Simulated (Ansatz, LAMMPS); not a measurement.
# Structural relaxation of glassy 81SiO2-7Na2O-7CaO-4ZnO (mol %) (78 atoms), part 3 of 3

Aim: bring glassy 81SiO2-7Na2O-7CaO-4ZnO (mol %) (78 atoms) to a nearby minimum of the energy and see what moves.

Ansatz 0.2.0; Kohn-Sham DFT, r2SCAN, PAW (set soft_2), plane waves.

The cell: 22 Si, 4 Na, 2 Ca, 1 Zn and 49 O. The quench rate of 100 K/ps is orders of magnitude faster than experiment. The starting topology of bonds comes from the classical model. Sampling is at Γ alone, for a cell whose shortest periodic width is 10 Å.

So far, density (g/cm³): step 5 (local order after relaxation) 2.54.

**6. Single point at the relaxed geometry**

The electronic structure is read at the final geometry, in a run of its own.

input.yaml

```yaml
crystal:
  lattice:
    - [10.2339, 0.0, 0.0]
    - [0.0, 10.2339, 0.0]
    - [0.0, 0.0, 10.2339]
  atoms:
    - { symbol: Si, position: [0.78122, 0.21948, 0.9187] }
    - { symbol: Si, position: [0.01974, 0.01868, 0.87962] }
    - { symbol: Si, position: [0.21125, 0.22166, 0.80052] }
    - { symbol: Si, position: [0.74686, 0.62688, 0.60161] }
    - { symbol: Si, position: [0.77165, 0.55547, 0.31965] }
    - { symbol: Si, position: [0.39504, 0.40756, 0.07492] }
    - { symbol: Si, position: [0.65387, 0.0987, 0.56052] }
    - { symbol: Si, position: [0.34464, 0.89503, 0.46712] }
    - { symbol: Si, position: [0.82092, 0.34619, 0.66605] }
    - { symbol: Si, position: [0.16872, 0.83982, 0.05519] }
    - { symbol: Si, position: [0.46784, 0.51771, 0.32766] }
    - { symbol: Si, position: [0.95386, 0.82264, 0.6718] }
    - { symbol: Si, position: [0.1138, 0.37488, 0.55569] }
    - { symbol: Si, position: [0.77428, 0.02081, 0.28429] }
    - { symbol: Si, position: [0.40311, 0.79008, 0.2262] }
    - { symbol: Si, position: [0.13302, 0.67939, 0.49294] }
    - { symbol: Si, position: [0.86881, 0.29267, 0.19014] }
    - { symbol: Si, position: [0.55675, 0.84242, 0.67291] }
    - { symbol: Si, position: [0.61252, 0.91436, 0.04964] }
    - { symbol: Si, position: [0.95249, 0.76515, 0.24864] }
    - { symbol: Si, position: [0.48355, 0.15762, 0.9252] }
    - { symbol: Si, position: [0.10314, 0.39773, 0.0331] }
    - { symbol: Na, position: [0.31587, 0.9276, 0.80115] }
    - { symbol: Na, position: [0.86679, 0.682, 0.9614] }
    - { symbol: Na, position: [0.50485, 0.37756, 0.6456] }
    - { symbol: Na, position: [0.15105, 0.60763, 0.81507] }
    - { symbol: Ca, position: [0.36193, 0.23354, 0.40352] }
    - { symbol: Ca, position: [0.04365, 0.06832, 0.43955] }
    - { symbol: Zn, position: [0.43426, 0.69094, 0.94434] }
    - { symbol: O, position: [0.26694, 0.85768, 0.17882] }
    - { symbol: O, position: [0.15248, 0.2824, 0.93042] }
    - { symbol: O, position: [0.08058, 0.72914, 0.63525] }
    - { symbol: O, position: [0.42382, 0.45113, 0.45933] }
    - { symbol: O, position: [0.03209, 0.51477, 0.96516] }
    - { symbol: O, position: [0.81929, 0.60387, 0.46294] }
    - { symbol: O, position: [0.01505, 0.31993, 0.14298] }
    - { symbol: O, position: [0.20739, 0.33102, 0.68354] }
    - { symbol: O, position: [0.43043, 0.25813, 0.03131] }
    - { symbol: O, position: [0.11619, 0.98396, 0.00264] }
    - { symbol: O, position: [0.44659, 0.51005, 0.96923] }
    - { symbol: O, position: [0.86713, 0.15288, 0.26896] }
    - { symbol: O, position: [0.38329, 0.63784, 0.2623] }
    - { symbol: O, position: [0.25697, 0.02116, 0.44492] }
    - { symbol: O, position: [0.51998, 0.17398, 0.53945] }
    - { symbol: O, position: [0.62951, 0.19536, 0.87054] }
    - { symbol: O, position: [0.72168, 0.4742, 0.65035] }
    - { symbol: O, position: [0.88903, 0.10116, 0.91471] }
    - { symbol: O, position: [0.6499, 0.97331, 0.66319] }
    - { symbol: O, position: [0.46133, 0.3997, 0.21984] }
    - { symbol: O, position: [0.14951, 0.52377, 0.51344] }
    - { symbol: O, position: [0.84304, 0.70729, 0.69869] }
    - { symbol: O, position: [0.04174, 0.71875, 0.36979] }
    - { symbol: O, position: [0.24577, 0.76346, 0.94225] }
    - { symbol: O, position: [0.50568, 0.79396, 0.81047] }
    - { symbol: O, position: [0.88819, 0.90716, 0.28318] }
    - { symbol: O, position: [0.03611, 0.7732, 0.115] }
    - { symbol: O, position: [0.42258, 0.89678, 0.60368] }
    - { symbol: O, position: [0.1391, 0.2702, 0.44511] }
    - { symbol: O, position: [0.61732, 0.57201, 0.31873] }
    - { symbol: O, position: [0.50968, 0.79823, 0.10756] }
    - { symbol: O, position: [0.61635, 0.71521, 0.59174] }
    - { symbol: O, position: [0.72821, 0.8515, 0.97608] }
    - { symbol: O, position: [0.49869, 0.0114, 0.98084] }
    - { symbol: O, position: [0.77165, 0.27612, 0.0659] }
    - { symbol: O, position: [0.11664, 0.09412, 0.77208] }
    - { symbol: O, position: [0.93796, 0.93405, 0.56903] }
    - { symbol: O, position: [0.26719, 0.75556, 0.47115] }
    - { symbol: O, position: [0.96195, 0.37748, 0.60448] }
    - { symbol: O, position: [0.98454, 0.87659, 0.81924] }
    - { symbol: O, position: [0.4517, 0.8754, 0.34936] }
    - { symbol: O, position: [0.70964, 0.03474, 0.42511] }
    - { symbol: O, position: [0.84085, 0.65628, 0.21777] }
    - { symbol: O, position: [0.66356, 0.00431, 0.1751] }
    - { symbol: O, position: [0.76309, 0.21168, 0.60639] }
    - { symbol: O, position: [0.36341, 0.16422, 0.81372] }
    - { symbol: O, position: [0.83705, 0.33008, 0.82185] }
    - { symbol: O, position: [0.24114, 0.42816, 0.10704] }
    - { symbol: O, position: [0.81583, 0.40695, 0.28669] }
kpoints:
  mp_grid: { grid: [1, 1, 1] }
hamiltonian:
  xc: r2scan
scf:
  occupations: { method: gaussian, width: 0.025 }
output:
  forces: true
  stress: true
  populations: true
  dos:
    method: { smearing: { sigma: 0.15 } }
    de: 0.1
    projected: { site_lists: { Ca: [Ca], Na: [Na], O: [O], Si: [Si], Zn: [Zn] } }
  eigenvalues: true
  write_density: true
  write_potential: true
  volumetric_format: npy
```

Command:

```
> ansatz run input.yaml --threads 4 --pin off --max-ram 8192MiB --backend cpu --events-out ev --progress --plain --runs-dir out
```

Numbers of over 12 decimals in the logs are rounded to 6 here.

The program printed:

```text
[...]
Crystal: 78 atoms, lattice volume = 1071.824 Å³
Basis set: ecut = 500 eV, 27201 PW (Γ), exchange–correlation on 300×300×300 points (64 copies of the dense FFT grid, shifted against one another)
Bands: 303, of which v1, the nominal top of the filled ones, is band 225 counted from 1 (224 counted from 0)
Symmetry: 1 space group operations
[...]
k-points: 1
[...]
SCF iter   1: F=—  HF=-54936.393517 eV  |F-HF|=—  |Δ(HF+E_count)|=         —  Δρ=8.22e-3  dr2=6.86e-1  dr2_τ=5.96e0  ethr=1.77e-3  ⟨swp⟩=7.0  Hψ=1537  notcnv=0  defer=38
[...]
SCF iter  10: F=-54938.393429 eV  HF=-54938.393429 eV  |F-HF|=7.71e-9  |Δ(HF+E_count)|=   9.38e-8  Δρ=2.30e-6  dr2=4.84e-8  dr2_τ=6.57e-9  ethr=2.22e-11  ⟨swp⟩=20.0  Hψ=2712  notcnv=0
SCF 1 converged in 10 iterations: F = -54938.393429 eV  dr2 = 4.84e-8
[...]
SCF converged after 10 iterations
Free energy (F): -54938.393429 eV
[...]
Internal energy: -54938.393429 eV  (E = F + TS)
E sigma→0 (E₀):  -54938.393429 eV
Fermi energy:    5.462487 eV
[...]
--- Forces (eV/Å), atoms counted from 1 ---
  atom   1  Si    -0.00395889    -0.00508438     0.00821991
  atom   2  Si    -0.01265492     0.00254040    -0.01034091
  atom   3  Si     0.00829862     0.01123956    -0.01131681
  atom   4  Si    -0.01194137    -0.01934074     0.01517793
  atom   5  Si     0.00383021    -0.01926109    -0.02806945
  atom   6  Si     0.03839104     0.03128199    -0.03218114
  atom   7  Si    -0.00597680     0.00054300    -0.00453384
  atom   8  Si     0.01824338    -0.01505761     0.00912843
  atom   9  Si    -0.01611656    -0.00727767    -0.01354538
  atom  10  Si     0.00241206     0.00040961     0.01135556
  atom  11  Si    -0.00446445    -0.03177423     0.00566326
  atom  12  Si    -0.02823303    -0.00977798    -0.00829884
  atom  13  Si    -0.00253083     0.01114318    -0.01672416
  atom  14  Si     0.03951912     0.03619900     0.00715158
[...]
atom  77  O     -0.03675234    -0.01641597     0.02522357
  atom  78  O     -0.01664136     0.01615110     0.00753932
  max |Σ_I F_I| component: 1.86e-4 eV/Å
--- Stress (GPa, compression-positive) ---
       -2.202997       1.573712       0.054226
        1.573711      -3.699620       1.647922
        0.054227       1.647918       0.857270
  P = ⅓ Tr σ = -1.6818 GPa (-16.818 kbar)
--- Band table (eV) ---
[...]
--- Löwdin populations: 78 sites ---
  site symbol       q [e]
     0     Si      2.1489
     1     Si      2.1616
     2     Si      2.1961
[...]
77      O      6.8229
  spilling = 0.012315 (of n_electrons = 450.000000)
```

Wall time 33 s (4 threads of Arm Neoverse V2, shared host); peak memory 2.6 GiB.

Numbers from this run:

```
free energy                                      : -54938.3934 eV
free energy per atom                             : -704.3384 eV/atom
SCF cycles                                       : 10
pressure                                         : -1.682 GPa
r.m.s. force component                           : 0.01423 eV/Å
longest force                                    : 0.05906 eV/Å
Fermi energy                                     : 5.462 eV
gap (highest filled to lowest empty level) : 3.904 eV
spilling of the projection                       : 0.01231
```

Löwdin charges by element (they lack the spilled electrons, 0.071 e an atom on average):

| element | coordination | atoms | mean charge (e) | spread | least | most |
| --- | --- | --- | --- | --- | --- | --- |
| Ca | all | 2 | 1.81 | 3.0e-4 | 1.81 | 1.81 |
| Na | all | 4 | 0.822 | 0.0034 | 0.819 | 0.826 |
| O | all | 49 | -0.870 | 0.0747 | -1.05 | -0.802 |
| Si | all | 22 | 1.81 | 0.0366 | 1.73 | 1.86 |
| Zn | all | 1 | 1.54 | 0 | 1.54 | 1.54 |

States in the cell by windows of 1 eV, zero at the Fermi level; the larger projections on atomic orbitals stand beside the total:

| from (eV) | to (eV) | total | O p | Si p |
| --- | --- | --- | --- | --- |
| -10 | -9 | 21.7 | 16.6 | 3.9 |
| -9 | -8 | 23.8 | 17.9 | 4.0 |
| -8 | -7 | 23.3 | 15.9 | 2.0 |
| -7 | -6 | 50.2 | 41.3 | 3.0 |
| -6 | -5 | 53.8 | 48.6 | 1.8 |
| -5 | -4 | 53.0 | 49.7 | 1.0 |
| -4 | -3 | 32.1 | 30.0 | 0.6 |
| -3 | -2 | 9.8 | 9.2 | 0.3 |
| -2 | -1 | 1.1 | 1.0 | 0.0 |
| -1 | 1 | 0.0 | 0.0 | 0.0 |
| 1 | 2 | 1.6 | 0.0 | 0.0 |
| 2 | 3 | 0.4 | 0.0 | 0.0 |
| 3 | 4 | 9.0 | 0.7 | 1.4 |
| 4 | 5 | 19.6 | 1.1 | 3.4 |

Between -26 and -10 eV lie 169 more states.

The levels nearest the highest filled one (over half full), pooled over k-points and spins:

| level less the highest filled one (eV) | occupation |
| --- | --- |
| -1.09 | 2 |
| -0.869 | 2 |
| -0.800 | 2 |
| -0.512 | 2 |
| -0.318 | 2 |
| 0 | 2 |
| 3.90 | 0 |
| 5.33 | 0 |
| 5.72 | 0 |
| 5.76 | 0 |
| 5.81 | 0 |
| 5.98 | 0 |

Electrostatic potential energy in the ac plane at fractional y = 0.691, with atoms of Si and Na and Zn and O within 0.2 Å of it. With pseudopotentials it is smooth inside the atoms' cores, unlike the true potential.

Ten even steps from '0' (-36 eV) to '9' (10 eV), each cell a mean:
```
99999998985100279999998500068
99999998985100269999998710278
99999999997422589999999876789
99888889998877899999999999999
99887889999999999999999999999
99988889999999999999999867999
99999999999999999999988200699
96458999999999999988876100589
83027999999999997325634546899
86336889999999995001422578999
87421478999999997325655689999
86100057899999999989888899999
86100055699999999999999999999
64322478899999999999999999999
10167899999999999999999999998
20389999999999999999999999887
66899999997678999999999888766
68999999984258999999999634544
78999999986568999999998300455
89999999998888999999999634777
99999999999889999999999999999
99999999999999999999999999999
99999999999888899999999988899
99999999998533689999999742489
```
Columns run along a (10.2 Å; values clipped at the 3rd and 97th percentile), rows up along c (10.2 Å). Atoms in or near the plane, at fractional coordinates: Si at (0.13, 0.49), Na at (0.87, 0.96), Zn at (0.43, 0.94), O at (0.84, 0.70).

Valence density in the ac plane at fractional y = 0.691, with atoms of Si and Na and Zn and O within 0.2 Å of it. It is the smooth field of the valence electrons, not physical close to the nuclei.

Values in e/Å³, 13 rows by 16 columns, each cell a mean:
```
 0  0  0  1  1  0 10 15  0  0  0  0  0  8  9  0
 0  0  0  0  0  0  1  2  0  0  0  0  0  0  0  0
 0  0  0  0  0  0  0  0  0  0  0  0  0  0  0  0
 0  0  0  0  0  0  0  0  0  0  0  0  1  5  2  0
 1  3  1  0  0  0  0  0  0  2  2  1  1  2  1  0
 0  1  1  0  0  0  0  0  0  3  3  1  0  0  0  0
 0  0  0  1  1  0  0  0  0  0  0  0  0  0  0  0
 2  2  0  0  1  0  0  0  0  0  0  0  0  0  0  0
 3  2  0  0  0  0  1  0  0  0  0  0  0  0  0  1
 0  0  0  0  0  1  2  1  0  0  0  0  1  2  1  0
 0  0  0  0  0  0  1  0  0  0  0  0  1  3  1  0
 0  0  0  0  0  0  0  0  0  0  0  0  0  0  0  0
 0  0  0  0  0  0  1  1  0  0  0  0  0  1  1  0
```
Columns run along a (10.2 Å), rows up along c (10.2 Å). Atoms in or near the plane, at fractional coordinates: Si at (0.13, 0.49), Na at (0.87, 0.96), Zn at (0.43, 0.94), O at (0.84, 0.70).

Mean Löwdin charges: Ca +1.81, Na +0.82, O -0.87, Si +1.81, Zn +1.54 e (they miss 1.2 % of the electrons, so they add up to more than the cell's charge).

A closer look about Zn29, the only Zn atom: 10 atoms, nearest first, numbered in the order of the input, with positions taken from that point.

| atom | x | y | z | distance (Å) | bonds | Löwdin charge (e) |
| --- | --- | --- | --- | --- | --- | --- |
| Zn29 | 0.00 | 0.00 | 0.00 | 0.00 | 4 | 1.54 |
| O40 | 0.13 | -1.85 | 0.25 | 1.87 | 2 | -1.01 |
| O54 | 0.73 | 1.05 | -1.37 | 1.88 | 3 | -1.02 |
| O53 | -1.93 | 0.74 | -0.02 | 2.07 | 4 | -1.03 |
| O60 | 0.77 | 1.10 | 1.67 | 2.14 | 3 | -0.86 |
| Si15 | -0.32 | 1.01 | 2.88 | 3.07 | 4 | 1.82 |
| Na23 | -1.21 | 2.42 | -1.47 | 3.08 | 5 | 0.83 |
| Si19 | 1.82 | 2.29 | 1.08 | 3.12 | 4 | 1.73 |
| Si6 | -0.40 | -2.90 | 1.34 | 3.22 | 4 | 1.78 |
| Na26 | -2.90 | -0.85 | -1.32 | 3.30 | 3 | 0.82 |

The column of bonds counts only the pairs O-Si within 2.08 Å, O-Na within 2.71 Å, O-Ca within 2.83 Å, O-Zn within 2.20 Å; other neighbours, such as metal atoms beside each other in a compound, aren't counted, and periodic images can show an atom twice.

**7. Outcome**

| Quantity | Value |
| --- | --- |
| energy change in the relaxation | -79.2 meV/atom |
| r.m.s. displacement | 0.254 Å |
| largest displacement | 0.625 Å |
| free energy per atom | -704.3384 eV/atom |
| pressure | -1.682 GPa |
| r.m.s. force component | 0.01423 eV/Å |
| gap (highest filled to lowest empty level) | 3.904 eV |
| wall time of the 3 DFT runs | 5.5 min |

**Reading.** Relaxation lowers the energy by 79.2 meV/atom and moves atoms by 0.25 Å r.m.s.; the r.m.s. force component goes from 1.5 to 0.014 eV/Å, the pressure goes from 1.0 to -1.7 GPa, and the gap from 3.36 to 3.90 eV. First to last step the energy falls by 6.178 eV; the largest move, 0.63 Å, is that of O31, with 1 other atom within 2 % of it. The O-Zn bonds change most in mean length: from 1.971 Å (spread 0.034) to 1.990 Å (spread 0.118), and their number from 3 to 4. Counting bonds to Si alone, not to Zn, 80 % of the oxygens join two of these atoms and 20 % one. Filled and empty levels are parted by 3.90 eV (at Γ alone); a semilocal functional tends to put such gaps too low. In a disordered cell it changes from sample to sample, and tail or defect levels can set it.

**Limits.** The network of bonds at the start is that of the classical potential that made the cell; in DFT atoms moved by 0.25 Å r.m.s. The stress is far from hydrostatic: its diagonal is -2.2, -3.7, 0.9 GPa, compression counted positive. The pressure of -1.7 GPa means that a free cell would contract at this level.

[Logs are printed without paths, hosts, clocks, repeated set-up lines and the standing remarks that a program may print on its own settings, such as how far it seeks lower states.]

[Hosts, paths, dates, database ids (printed as entryN), source tags and the programs' standing remarks are cut or masked in the printed files.]
